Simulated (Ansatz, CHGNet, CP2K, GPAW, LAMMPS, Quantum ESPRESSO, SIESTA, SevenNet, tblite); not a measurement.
## tblite runs on liquid (Cs,Na,Li)Cl at 1200 K (74 atoms)

Wanted: tblite inputs and outputs for liquid (Cs,Na,Li)Cl at 1200 K (74 atoms), checked against a plane-wave reference.

Method: the method is named at each step, in tblite 0.8.0.

## 1. The structure

The cell holds 74 atoms: 16 Cs, 5 Na, 16 Li and 37 Cl. Cell: a = 13.948 Å, b = 13.948 Å, c = 13.948 Å, α = 90.0°, β = 90.0°, γ = 90.0°. 74 atoms (16 Cs, 5 Na, 16 Li, 37 Cl) placed at random at 2.24 g/cm³, melted at 1800 K for 10 ps at fixed volume with the Lennard-Jones and Coulomb ion parameters for SPC/E (Joung and Cheatham, J. Phys. Chem. B 112, 9020 (2008)), full charges. Snapshot at the end of a hold of 20 ps at 1200 K and fixed volume.

The yardstick, on the same geometry:

| Item | Value |
| --- | --- |
| method | Kohn-Sham DFT, PBE, SSSP efficiency 1.3.0 pseudopotentials, plane waves (Quantum ESPRESSO 7.5); sssp-pbe-1.3.0-efficiency, cutoffs 45/360 Ry, Γ point |
| r.m.s. force component | 0.4668 eV/Å |
| longest force | 1.89 eV/Å |
| pressure | 0.3003 GPa |
| gap (highest filled to lowest empty level) | 3.664 eV |
| time | 4.5 min on 4 MPI ranks of Arm Neoverse V2, shared host |
| CPU time | 18 min |

## 2. GFN1-xTB

Method: GFN1-xTB tight binding, diagonalisation.

Input file run.py:

```python
import numpy as np
from ase.io import read
from tblite.ase import TBLite

atoms = read("structure.xyz")
atoms.calc = TBLite(method="GFN1-xTB", electronic_temperature=580, accuracy=1.0, max_iterations=250, mixer_damping=0.4, verbosity=1)
energy = atoms.get_potential_energy()
forces = atoms.get_forces()
print(f"energy {energy:.6f} eV")
print("forces (eV/A)")
for i, (a, f) in enumerate(zip(atoms, forces)):
    print(f"{i:4d} {a.symbol:2s} {f[0]:10.5f} {f[1]:10.5f} {f[2]:10.5f}")
stress = -atoms.get_stress(voigt=False) * 160.21766
print("stress (GPa, compression positive)")
for row in stress:
    print(" ".join(f"{x:10.4f}" for x in row))
print("charges (e)")
print(np.array2string(atoms.get_charges(), precision=4, suppress_small=True, max_line_width=110, threshold=100000))
```

Input file structure.xyz:

```xyz
74
Lattice="13.94850 0.00000 0.00000 0.00000 13.94850 0.00000 0.00000 0.00000 13.94850" Properties=species:S:1:pos:R:3 pbc="T T T"
Cs 8.52072 11.01374 5.28425
Cs 9.41761 13.00126 10.74076
Cs 3.56273 7.29953 4.58669
Cs 12.41277 1.70367 1.45873
Cs 6.49735 9.17616 7.49090
Cs 3.83612 11.94033 5.92616
Cs 12.59731 12.61753 4.68697
Cs 13.91279 10.01335 9.70802
Cs 7.70906 3.73164 11.94619
Cs 8.60818 5.50324 7.15753
Cs 1.92838 7.98496 0.23587
Cs 7.31529 5.29164 2.68216
Cs 4.36630 1.33403 11.59106
Cs 2.76431 3.61950 1.27657
Cs 0.34397 5.07167 6.48396
Cs 1.13387 0.35178 9.39808
Na 3.48141 6.89377 9.85768
Na 4.50913 10.95543 11.21166
Na 10.21295 1.52122 6.47141
Na 5.52974 10.49527 1.79629
Na 11.89305 7.03144 10.85500
Li 12.31625 5.86813 1.55149
Li 10.67018 7.36983 4.60189
Li 1.18897 4.93610 11.58548
Li 9.91153 8.59228 13.03543
Li 11.70377 2.55355 11.40290
Li 6.98862 0.28023 8.46548
Li 0.48680 9.45931 5.54076
Li 8.17298 1.32315 2.75581
Li 10.94943 9.08368 7.52940
Li 4.90625 3.76679 7.70655
Li 8.66537 12.03170 0.98337
Li 12.56565 9.28063 1.87956
Li 0.01492 11.97479 13.38861
Li 4.21370 0.00628 1.91122
Li 6.71927 8.05875 13.69017
Li 2.72442 1.96367 5.90858
Cl 9.25567 12.48209 7.65396
Cl 3.46299 2.12659 8.32391
Cl 13.27018 1.95893 6.46471
Cl 7.29297 0.99341 10.66028
Cl 10.53279 10.74286 1.65555
Cl 5.24310 8.40648 11.71702
Cl 3.18151 0.13837 4.13754
Cl 12.35056 8.39532 13.52809
Cl 0.78851 7.30162 10.64745
Cl 0.04980 3.13799 10.85640
Cl 10.07947 8.98283 9.92882
Cl 5.38175 6.18309 8.11049
Cl 10.31492 1.52192 13.12596
Cl 1.83018 11.22422 11.78648
Cl 3.61001 4.90220 12.36827
Cl 1.50002 7.82846 6.98694
Cl 0.37508 10.97175 1.78178
Cl 12.79998 13.06500 11.05991
Cl 6.03579 2.66667 2.10148
[... 14 atom lines left out ...]
Cl 2.52858 0.56840 0.16850
Cl 13.19277 7.46858 3.17300
Cl 11.32032 6.79459 7.03730
Cl 6.68370 13.22862 1.78332
```

Started as:

```console
$ OMP_NUM_THREADS=1 python run.py > output.txt
```

Output:

```text
------------------------------------------------------------
  cycle        total energy    energy error   density error
------------------------------------------------------------
      1     -173.1384564394  -1.7299277E+02   5.6659248E-01
      2     -135.7109140069   3.7427542E+01   3.6080635E-01
      3      8255.252559307   8.3909635E+03   2.9143785E+00
      4     -155.9838811215  -8.4112364E+03   1.6074223E-01
      5     -165.7628665489  -9.7789854E+00   1.0626465E-01
      6     -168.1127511185  -2.3498846E+00   8.9393505E-02
      7     -173.0051677793  -4.8924167E+00   3.7049917E-02
      8     -173.0030082773   2.1595020E-03   3.6829726E-02
      9     -174.1370135399  -1.1340053E+00   5.1438627E-03
     10     -174.1465957335  -9.5821936E-03   2.6272897E-03
     11     -174.1494636935  -2.8679600E-03   1.4433836E-03
     12     -174.1511802901  -1.7165967E-03   2.5702729E-04
     13     -174.1512038711  -2.3580917E-05   1.1080684E-04
     14     -174.1512119453  -8.0741995E-06   1.9749811E-05
     15     -174.1512122550  -3.0975335E-07   3.4116676E-06
------------------------------------------------------------
 total:                                   2.480 sec
energy -4738.895863 eV
forces (eV/A)
   0 Cs    2.11995    1.89074   -2.84596
   1 Cs    0.31661   -0.32646    0.16094
   2 Cs    0.14021    0.08031   -0.07496
   3 Cs    0.03403   -0.05434    0.01122
   4 Cs   -2.08670   -1.97905    2.64203
   5 Cs   -0.15695    0.10872    0.35467
   6 Cs    0.17180    0.18951   -0.02385
   7 Cs   -0.25636    0.11207   -0.14782
   8 Cs    0.06104    0.23338    0.19956
   9 Cs   -0.01592   -0.25939    0.18092
  10 Cs   -0.05945   -0.07318   -0.17506
  11 Cs    0.08989    0.08163    0.14566
  12 Cs   -0.04687    0.02587    0.16804
  13 Cs    0.56826   -0.05300    0.22891
  14 Cs   -0.29660   -0.15140    0.04592
  15 Cs   -0.31130   -0.07322   -0.18321
  16 Na   -0.03244   -0.04523    0.22917
  17 Na   -0.11086   -0.07323   -0.06967
  18 Na    0.08171   -0.08651   -0.09902
  19 Na    0.16119   -0.21033   -0.04898
  20 Na    0.00823   -0.05227    0.02938
  21 Li    0.28902   -0.36881    0.22193
  22 Li    0.16360   -0.00466    0.32001
  23 Li    0.16141   -0.04717    0.21958
[...]
66 Cl    0.08795    0.45216   -0.28009
  67 Cl   -0.18865    0.45628   -0.04024
  68 Cl    0.20870   -0.95695    0.10952
  69 Cl    0.15396    0.13783   -0.07240
  70 Cl    0.32027   -0.36093    0.36684
  71 Cl   -0.13439    0.14970   -0.01819
  72 Cl   -0.00968    0.42041   -0.19973
  73 Cl    0.11874   -0.26829    0.05479
stress (GPa, compression positive)
   -3.0929     0.3780    -0.2418
    0.3780    -2.8011    -0.1497
   -0.2418    -0.1497    -2.9789
charges (e)
[ 0.8109  0.79    0.8116  0.7871  0.8135  0.8091  0.8027  0.7939  0.8002  0.8081  0.7851  0.8004  0.7983
  0.7962  0.8014  0.7947  0.7587  0.7603  0.7723  0.7548  0.7573  0.4752  0.4926  0.4625  0.4848  0.4894
  0.4816  0.5028  0.4891  0.4775  0.4725  0.4603  0.4415  0.5077  0.4682  0.4516  0.5013 -0.7363 -0.5793
 -0.7554 -0.7038 -0.5722 -0.6855 -0.6103 -0.5597 -0.6896 -0.5617 -0.6405 -0.6874 -0.6684 -0.6888 -0.6859
 -0.6727 -0.6208 -0.7039 -0.6607 -0.6782 -0.6646 -0.6268 -0.6538 -0.5506 -0.7154 -0.6998 -0.7531 -0.5633
 -0.7008 -0.7125 -0.6406 -0.6638 -0.789  -0.6745 -0.5268 -0.6242 -0.5446]
```

Elapsed: 3 s, on 1 thread of Arm Neoverse V2, shared host; peak memory 0.16 GiB.

Banners, paths, timers and routine set-up lines are dropped from the logs unmarked, and long logs keep their key lines alone; longer cuts are marked.

Against the reference:

```yaml
r_m_s_force_component: 0.4572 eV/Å
r_m_s_difference_of_force_components: 393.3 meV/Å
longest_difference_of_force_vectors: 3245 meV/Å
force_difference_over_r_m_s_force: 84.25 %
slope_of_forces_against_the_reference_s: 0.6246
correlation_of_force_components: 0.6378
pressure: -2.958 GPa
pressure_difference: -3.258 GPa
```

Length of the force difference by element (eV/Å):

```csv
element,atoms,mean,most
Cl,37,0.33,0.90
Cs,16,0.98,3.2
Li,16,0.18,0.32
Na,5,0.21,0.36
```

Local excerpt of 14 atoms (numbers count through the whole input) about Na20, one of the 5 Na atoms; x, y, z are measured from there.

```csv
atom,x,y,z,distance (Å),Mulliken charge (e),Fx,Fy,Fz (eV/Å)
Na20,0.00,0.00,0.00,0.00,0.75,0.16,-0.21,-0.05
Cl70,-0.42,-0.55,2.42,2.52,-0.79,0.15,0.14,-0.07
Cl61,2.10,-0.27,-2.04,2.94,-0.55,0.17,0.01,0.09
Cl74,1.15,2.73,-0.01,2.97,-0.54,0.12,-0.27,0.05
Cl67,-0.54,-3.22,-0.20,3.27,-0.71,0.09,0.45,-0.28
Li36,1.19,-2.44,-2.05,3.40,0.45,-0.23,-0.40,0.02
Li32,3.14,1.54,-0.81,3.59,0.46,-0.01,-0.26,0.08
Li35,-1.32,3.46,0.11,3.70,0.47,-0.09,0.44,0.08
Cl43,-0.29,-2.09,-4.03,4.55,-0.69,-0.08,0.17,-0.01
Cs1,2.99,0.52,3.49,4.62,0.81,2.12,1.89,-2.85
Cs11,-3.60,-2.51,-1.56,4.66,0.79,-0.06,-0.07,-0.18
Na18,-1.02,0.46,-4.53,4.67,0.76,-0.11,-0.07,-0.07
Cs3,-1.97,-3.20,2.79,4.68,0.81,0.14,0.08,-0.07
Cs6,-1.69,1.45,4.13,4.69,0.81,-0.16,0.11,0.35
```

Atoms are counted from 1 here, from 0 in the log.

Forces lie 84 % from the reference's, at 0.0028 times its CPU time (on 1 against 4 cores).

The difference per atom is largest on Cs (0.98 eV/Å on average, against 0.33 on Cl).

## 3. Summary of results

```yaml
force_difference_from_the_reference: tblite GFN1-xTB, 84 %
its_cpu_time: 3 s
```

In words: Tight binding differs by 84 % (tblite GFN1-xTB); it is another model, with fitted parameters of its own, and the xTB methods hold dispersion. One electronic-structure run takes under half the reference's CPU time: tblite GFN1-xTB, at 84 % in 3 s against 18 min, too far off to be of use; its pressure misses by -3.3 GPa. Periodic xTB results under one method name differ between programs and library versions. The reference's pressure holds the uncorrected Pulay stress of its 45 Ry basis, so small pressure differences, and their order, may be the reference's own error. The frame stands for 1200 K, but pressures are static and levels are smeared at 580 K. The network of bonds at the start is that of the classical potential that made the cell, and needn't be the one that DFT or experiment would give. The ion parameters were fitted for water, not for melts, so the starting structure of this cell may lie well off the real melt's. The electronic-structure runs sample only Γ, in a cell whose shortest periodic width is 14 Å. Spin–orbit coupling is left out, which matters for the levels of the heavy elements.

[Also dropped from logs without a mark: logging warnings of Python, and SIESTA's first energy breakdown and zero terms.]

[Logs are printed without paths, hosts, clocks, repeated set-up lines and the standing remarks that a program may print on its own settings, such as how far it seeks lower states.]

[Hosts, paths, dates, database ids (printed as entryN), source tags and the programs' standing remarks are cut or masked in the printed files.]
